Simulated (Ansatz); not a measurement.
# Relaxing (13,0) blue phosphorene nanotube (52 atoms), part 2 of 2

How does (13,0) blue phosphorene nanotube (52 atoms) relax, and what do bonds, charges and levels look like afterwards?

Ansatz 0.2.0; Kohn-Sham DFT, LDA, PAW (set soft_2), plane waves.

The cell: 52 P. The cell is under 6 Å thick along one periodic direction.

So far. Step 3 (Relaxation): The relaxation changed the energy by -7.21 meV/atom, and atoms moved by 0.066 Å r.m.s., 0.11 Å at most.

## 5. Single point at the relaxed geometry

One more single point at the end of the walk gives the fuller output and checks the residual forces.

File input.yaml:

```yaml
crystal:
  lattice:
    - [23.81273, 0.0, 0.0]
    - [0.0, 23.70473, 0.0]
    - [0.0, 0.0, 5.68113]
  atoms:
    - { symbol: P, position: [0.80813, 0.49959, 0.33519] }
    - { symbol: P, position: [0.74881, 0.56116, 0.16522] }
    - { symbol: P, position: [0.77301, 0.64338, 0.33426] }
    - { symbol: P, position: [0.69203, 0.67059, 0.1651] }
    [... 42 atom lines left out ...]
    - { symbol: P, position: [0.77378, 0.35503, 0.33441] }
    - { symbol: P, position: [0.74941, 0.43735, 0.16574] }
    - { symbol: P, position: [0.73139, 0.29381, 0.83475] }
    - { symbol: P, position: [0.728, 0.37947, 0.66551] }
    - { symbol: P, position: [0.80002, 0.42543, 0.83492] }
    - { symbol: P, position: [0.75647, 0.49937, 0.66696] }
kpoints:
  mp_grid: { grid: [1, 1, 3] }
hamiltonian:
  xc: lda
scf:
  occupations: { method: gaussian, width: 0.025 }
output:
  forces: true
  populations: true
  dos:
    method: { smearing: { sigma: 0.15 } }
    de: 0.1
    projected: { site_lists: { P: [P] } }
  eigenvalues: true
  write_density: true
  write_potential: true
  volumetric_format: npy
  elf: true
```

On the command line:

```sh
$ ansatz run input.yaml --threads 4 --pin off --max-ram 8192MiB --backend cpu --events-out ev --progress --plain --runs-dir out
```

The program printed:

```text
[...]
Crystal: 52 atoms, lattice volume = 3206.852 Å³
Basis set: ecut = 420 eV, 62683 PW (Γ)
Bands: 182, of which v1, the nominal top of the filled ones, is band 130 counted from 1 (129 counted from 0)
Symmetry: 1 space group operations
[...]
k-points: 2 of 3 (time reversal used)
[...]
SCF iter   1: F=—  HF=-37741.903221 eV  |F-HF|=—  |Δ(HF+E_count)|=         —  Δρ=3.54e-3  dr2=6.10e-1  ethr=1.77e-3  ⟨swp⟩=9.0  Hψ=2214  notcnv=0  defer=13
[...]
SCF iter  11: F=-37741.843798 eV  HF=-37741.843798 eV  |F-HF|=3.72e-9  |Δ(HF+E_count)|=   6.99e-9  Δρ=3.40e-7  dr2=9.25e-9  ethr=3.85e-11  ⟨swp⟩=26.5  Hψ=4278  notcnv=0
SCF 1 converged in 11 iterations: F = -37741.843798 eV  dr2 = 9.25e-9
[...]
WARN: The output density's exchange-correlation potential varies sharply where the density is thin. Do not read a vacuum level from v_tot or v_xc, or from such a field of the output density. On a cell that repeats whose density bears no net charge and no dipole along the vacuum's axis use v_es (v_loc + v_h of the components); [...]
SCF converged after 11 iterations
Free energy (F): -37741.843798 eV
[...]
Internal energy: -37741.843798 eV  (E = F + TS)
E sigma→0 (E₀):  -37741.843798 eV
Fermi energy:    -1.392612 eV
[...]
--- Forces (eV/Å), atoms counted from 1 ---
  atom   1  P      0.04569213    -0.00875249    -0.00532507
  atom   2  P     -0.01690547    -0.01531983     0.00423615
  atom   3  P      0.02323446     0.01593570     0.00757776
  atom   4  P     -0.01798492    -0.01157381     0.00746303
  atom   5  P      0.02278770     0.00671999     0.00578558
  atom   6  P     -0.01850308    -0.01785719    -0.00800379
  atom   7  P      0.02621820     0.02235789     0.01034878
  atom   8  P     -0.02002650    -0.02678960     0.00272422
  atom   9  P      0.01819688     0.02720619    -0.00227302
  atom  10  P     -0.01706502    -0.00916546    -0.01597448
  atom  11  P      0.00319244     0.01455262    -0.00691570
  atom  12  P      0.01317992    -0.01708447    -0.01125397
  atom  13  P      0.00899397     0.03161210     0.00190020
  atom  14  P     -0.00773777    -0.03258670     0.00229249
[...]
atom  51  P      0.03034464    -0.00504943    -0.00117943
  atom  52  P     -0.02588271     0.00036027    -0.01127848
  max |Σ_I F_I| component: 1.37e-4 eV/Å
--- Band table (eV) ---
[...]
--- Löwdin populations: 52 sites ---
  site symbol       q [e]
     0      P      4.9279
     1      P      4.8997
     2      P      4.9268
[...]
51      P      4.8997
  spilling = 0.017324 (of n_electrons = 260.000000)
```

Run time: 81 s. Hardware: 4 threads of Arm Neoverse V1, shared host; peak memory 4.3 GiB; 5.3 min of CPU time.

The program notes that the exchange-correlation potential is rough where the density is thin.

The run gave:

| Quantity | Value |
| --- | --- |
| free energy | -37741.8438 eV |
| free energy per atom | -725.8047 eV/atom |
| SCF cycles | 11 |
| r.m.s. force component | 0.01525 eV/Å |
| longest force | 0.04683 eV/Å |
| Fermi energy | -1.393 eV |
| gap (highest filled to lowest empty level) | 1.6 eV |
| spilling of the projection | 0.01732 |

The mean of these charges, 0.087 e, is only the charge that the projection spills.

Löwdin charges by element (they lack the spilled electrons, 0.087 e an atom on average):

```csv
element,coordination,atoms,mean charge (e),spread,least,most
P,all,52,0.0866,0.0135,0.0721,0.101
```

States in the cell by windows of 1 eV, zero at the Fermi level; the larger projections on atomic orbitals stand beside the total:

```csv
from (eV),to (eV),total,P p,P s
-17,-16,0.0,0.0,0.0
-16,-15,3.9,0.7,3.2
-15,-14,11.4,3.0,8.4
-14,-13,14.7,4.7,10.0
-13,-12,14.7,4.4,10.1
-12,-11,7.1,2.2,4.9
-11,-10,8.4,3.5,4.9
-10,-9,10.7,4.4,6.1
-9,-8,13.8,4.5,9.0
-8,-7,19.1,6.9,11.9
-7,-6,4.6,4.2,0.3
-6,-5,24.9,21.9,2.5
-5,-4,27.4,22.8,4.0
-4,-3,28.4,25.2,2.5
-3,-2,21.8,19.2,2.1
-2,-1,44.0,36.1,7.0
-1,0,5.1,4.2,0.8
0,1,6.9,4.9,1.0
1,2,26.6,20.6,2.5
2,3,45.0,34.7,3.2
```

The levels nearest the highest filled one (over half full), pooled over k-points and spins:

| level less the highest filled one (eV) | occupation |
| --- | --- |
| -0.188 | 2 |
| -0.185 | 2 |
| -0.0599 | 2 |
| -0.0568 | 2 |
| -0.0013 | 2 |
| 0 | 2 |
| 1.60 | 0 |
| 1.60 | 0 |
| 1.61 | 0 |
| 1.61 | 0 |
| 1.77 | 0 |
| 1.85 | 0 |

Electrostatic potential energy in the ca plane at fractional y = 0.244, with atoms of P within 0.2 Å of it. With pseudopotentials it is smooth inside the atoms' cores, unlike the true potential.

Ten even steps from '_' (-57 eV) to '@' (4 eV), each cell a mean:
```
@@@@@@@@@@@@@@@@@@@@@@@@@@@@@@@@
@@@@@@@@@@@@@@@@@@@@@@@@@@@@@@@@
@@@@@@@@@@@@@@@@@@@@@@@@@@@@@@@@
@@@@@@@@@@@@@@@@@@@@@@@@@@@@@@@@
@@@@@@@@@@@@@@@@@@@@@@@@@@@@@@@@
@@@@@@@@@@@@@@@@@@@@@@@@@@@@@@@@
@@@@@@@@%%%%%%@@@@@@@@@@@@@@@@@@
@@@@%%++..____==%%@@@@@@@@@@@@@@
@@%%%%##++==++##%%%%%%%%%%%%%%@@
##--__..==%%@@@@@@@@%%%%##**##%%
%%##++++##%%@@@@%%++----++%%@@@@
@@%%####%%%%@@%%##--....--##@@@@
**..____::##@@@@@@@@%%%%%%%%@@%%
%%**++++##%%%%@@%%**--==**%%@@@@
@@@@%%%%##**##%%##==::::++%%@@@@
%%%%%%%%%%%%%%@@@@@@%%##==----**
%%@@@@@@@@@@@@@@@@@@%%**::..::++
@@@@@@@@@@@@@@@@@@@@@@@@@@@@@@@@
@@@@@@@@@@@@@@@@@@@@@@@@@@@@@@@@
@@@@@@@@@@@@@@@@@@@@@@@@@@@@@@@@
@@@@@@@@@@@@@@@@@@@@@@@@@@@@@@@@
@@@@@@@@@@@@@@@@@@@@@@@@@@@@@@@@
@@@@@@@@@@@@@@@@@@@@@@@@@@@@@@@@
@@@@@@@@@@@@@@@@@@@@@@@@@@@@@@@@
```
Columns run along c (5.7 Å; values clipped at the 3rd and 97th percentile), rows up along a (23.8 Å). Atoms in or near the plane, at fractional coordinates: P at (0.17, 0.47), P at (0.83, 0.32), P at (0.66, 0.53), P at (0.33, 0.68).

ELF in the ca plane at fractional y = 0.244, with atoms of P within 0.2 Å of it. It is the smooth field of the valence electrons, not physical close to the nuclei.

Values, 24 rows by 16 columns, each cell a mean:
```
0.00 0.00 0.00 0.00 0.00 0.00 0.00 0.00 0.00 0.00 0.00 0.00 0.00 0.00 0.00 0.00
0.00 0.00 0.00 0.00 0.00 0.00 0.00 0.00 0.00 0.00 0.00 0.00 0.00 0.00 0.00 0.00
0.00 0.00 0.00 0.00 0.00 0.00 0.00 0.00 0.00 0.00 0.00 0.00 0.00 0.00 0.00 0.00
0.01 0.00 0.00 0.00 0.01 0.01 0.01 0.00 0.00 0.00 0.01 0.02 0.05 0.07 0.05 0.02
0.14 0.03 0.01 0.00 0.00 0.01 0.01 0.01 0.01 0.03 0.14 0.38 0.56 0.62 0.57 0.40
0.44 0.10 0.02 0.03 0.06 0.08 0.07 0.03 0.02 0.08 0.41 0.79 0.90 0.93 0.91 0.81
0.22 0.09 0.22 0.50 0.70 0.76 0.71 0.54 0.26 0.10 0.20 0.53 0.73 0.78 0.74 0.56
0.05 0.18 0.52 0.69 0.41 0.20 0.32 0.74 0.72 0.47 0.30 0.32 0.34 0.28 0.18 0.08
0.31 0.36 0.58 0.79 0.80 0.62 0.54 0.59 0.55 0.51 0.59 0.74 0.78 0.69 0.51 0.37
0.83 0.68 0.29 0.37 0.67 0.63 0.32 0.12 0.09 0.19 0.40 0.60 0.65 0.58 0.59 0.74
0.40 0.48 0.53 0.67 0.71 0.56 0.36 0.39 0.54 0.53 0.42 0.57 0.72 0.63 0.37 0.29
0.23 0.35 0.47 0.55 0.53 0.41 0.32 0.49 0.69 0.54 0.25 0.34 0.60 0.62 0.31 0.14
0.77 0.49 0.12 0.19 0.55 0.64 0.31 0.11 0.15 0.26 0.40 0.48 0.47 0.37 0.35 0.55
0.41 0.47 0.51 0.67 0.75 0.62 0.41 0.42 0.54 0.56 0.49 0.66 0.75 0.61 0.37 0.29
0.12 0.22 0.44 0.64 0.70 0.62 0.63 0.74 0.79 0.70 0.40 0.50 0.70 0.63 0.36 0.15
0.64 0.54 0.56 0.66 0.69 0.60 0.41 0.26 0.20 0.27 0.55 0.76 0.66 0.48 0.47 0.67
0.66 0.36 0.24 0.28 0.34 0.32 0.23 0.12 0.06 0.16 0.53 0.74 0.54 0.39 0.48 0.77
0.15 0.08 0.26 0.61 0.81 0.86 0.82 0.64 0.29 0.08 0.14 0.38 0.57 0.64 0.59 0.41
0.02 0.09 0.40 0.75 0.88 0.91 0.88 0.75 0.40 0.09 0.01 0.01 0.02 0.03 0.03 0.02
0.00 0.02 0.09 0.25 0.41 0.48 0.42 0.26 0.09 0.02 0.00 0.00 0.01 0.01 0.01 0.00
0.00 0.00 0.00 0.01 0.02 0.03 0.02 0.01 0.00 0.00 0.00 0.00 0.00 0.01 0.01 0.00
0.00 0.00 0.00 0.00 0.00 0.00 0.00 0.00 0.00 0.00 0.00 0.00 0.00 0.00 0.00 0.00
0.00 0.00 0.00 0.00 0.00 0.00 0.00 0.00 0.00 0.00 0.00 0.00 0.00 0.00 0.00 0.00
0.00 0.00 0.00 0.00 0.00 0.00 0.00 0.00 0.00 0.00 0.00 0.00 0.00 0.00 0.00 0.00
```
Columns run along c (5.7 Å), rows up along a (23.8 Å). Atoms in or near the plane, at fractional coordinates: P at (0.17, 0.47), P at (0.83, 0.32), P at (0.66, 0.53), P at (0.33, 0.68).

Löwdin charges run from +0.07 to +0.10 e, about a mean that is the spilled charge alone. The largest share in the top eV of filled states is P p (84 % of the projected weight), and in the lowest eV of empty states P p (87 % of the projected weight).

Local excerpt of 10 atoms (numbers count through the whole input) about P16, picked at random; x, y, z are measured from there.

```csv
atom,x,y,z,distance (Å),bonds,Löwdin charge (e)
P16,0.00,0.00,0.00,0.00,3,0.10
P19,-2.03,-0.16,0.96,2.25,3,0.07
P15,0.87,1.84,0.96,2.25,3,0.07
P21,-0.70,1.01,-1.88,2.25,3,0.07
P20,-1.94,-2.19,0.00,2.92,3,0.10
P12,2.74,1.04,0.01,2.93,3,0.10
P22,-1.10,-0.98,2.84,3.20,3,0.10
P18,1.31,0.68,-2.84,3.20,3,0.10
P18,1.31,0.68,2.84,3.20,3,0.10
P22,-1.10,-0.98,-2.84,3.21,3,0.10
```

The column of bonds counts only the pairs P-P within 2.68 Å; other neighbours, such as metal atoms beside each other in a compound, aren't counted, and periodic images can show an atom twice.

## 6. Summary of results

| Property | Result |
| --- | --- |
| energy change in the relaxation | -7.211 meV/atom |
| r.m.s. displacement | 0.066 Å |
| largest displacement | 0.11 Å |
| free energy per atom | -725.8047 eV/atom |
| r.m.s. force component | 0.01525 eV/Å |
| gap (highest filled to lowest empty level) | 1.6 eV |
| wall time of the 3 DFT runs | 3.9 min |

In words: Relaxation lowers the energy by 7.21 meV/atom and moves atoms by 0.066 Å r.m.s.; the r.m.s. force component goes from 0.29 to 0.015 eV/Å. By the final cutoffs no bond was broken or made. From the first step to the last the energy fell by 0.375 eV, and the largest move was 0.11 Å (P25). The P-P bonds go from 2.254 Å (spread 0.028) to 2.250 Å (spread 0.001). Counting bonds as in the table, all P atoms have 3 bonded neighbours. The highest filled and lowest empty levels differ by 1.60 eV on the run's k-points; the mesh holds the band edges only if they fold onto it, so the gap at this level can be narrower or closed, while local or semilocal functionals tend to narrow gaps against experiment.

[Logs are printed without paths, hosts, clocks, repeated set-up lines and the standing remarks that a program may print on its own settings, such as how far it seeks lower states.]

[Hosts, paths, dates, database ids (printed as entryN), source tags and the programs' standing remarks are cut or masked in the printed files.]
